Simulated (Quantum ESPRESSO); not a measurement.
Records of electronic-structure calculations.

```
! title: MnPt3: energy against a fixed spin moment
! method: LDA; plane waves with GBRV 1.5 LDA potentials, no spin-orbit coupling (and 1 further level or step)
! program: Quantum ESPRESSO 7.5
! settings of one run: GBRV 1.5 LDA, potential files Pt: pt_lda_v1.4.uspp.F.UPF, Mn: mn_lda_v1.5.uspp.F.UPF, cutoff 544.23 eV, 8×8×8 k-mesh, 43 bands, fermi-dirac occupations, smearing width 0.1 eV, collinear spin, SCF threshold 8.00e-9, starting moments 3.5 0 0 0 μB
! cost: 11 runs, 9.1 min in all on 2 MPI ranks of Arm Neoverse V2, shared host (the runs of this entry)
! notes: The run is spin-polarised, with a total moment of 4.12 μB a cell (absolute 4.28). The cell holds one seeded atom, so opposed orders, which may lie lower, cannot form in it.
! moment of the free run: 4.12 μB a cell
! energy at zero total moment: 1137 meV a cell over the lowest
! ΔE/ΔM² from the lowest point to 4.87 and to 3.48 μB: 139 and 136 meV/μB²
CELL_PARAMETERS angstrom
3.90000 0.00000 0.00000
0.00000 3.90000 0.00000
0.00000 0.00000 3.90000
ATOMIC_POSITIONS crystal
Mn 0.00000 0.00000 0.00000
Pt 0.00000 0.50000 0.50000
Pt 0.50000 0.00000 0.50000
Pt 0.50000 0.50000 0.00000
```

[Logs and program files are shortened in this print: banners, set-up blocks, solver, clock and traceback lines can be left out without a mark of their own.]

[Logs are printed without paths, hosts, clocks, repeated set-up lines and the standing remarks that a program may print on its own settings, such as how far it seeks lower states.]

[Hosts, paths, dates, database ids (printed as entryN), source tags and the programs' standing remarks are cut or masked in the printed files.]

[Where a cell is said to come from a database of computed structures, the database is the Materials Project.]
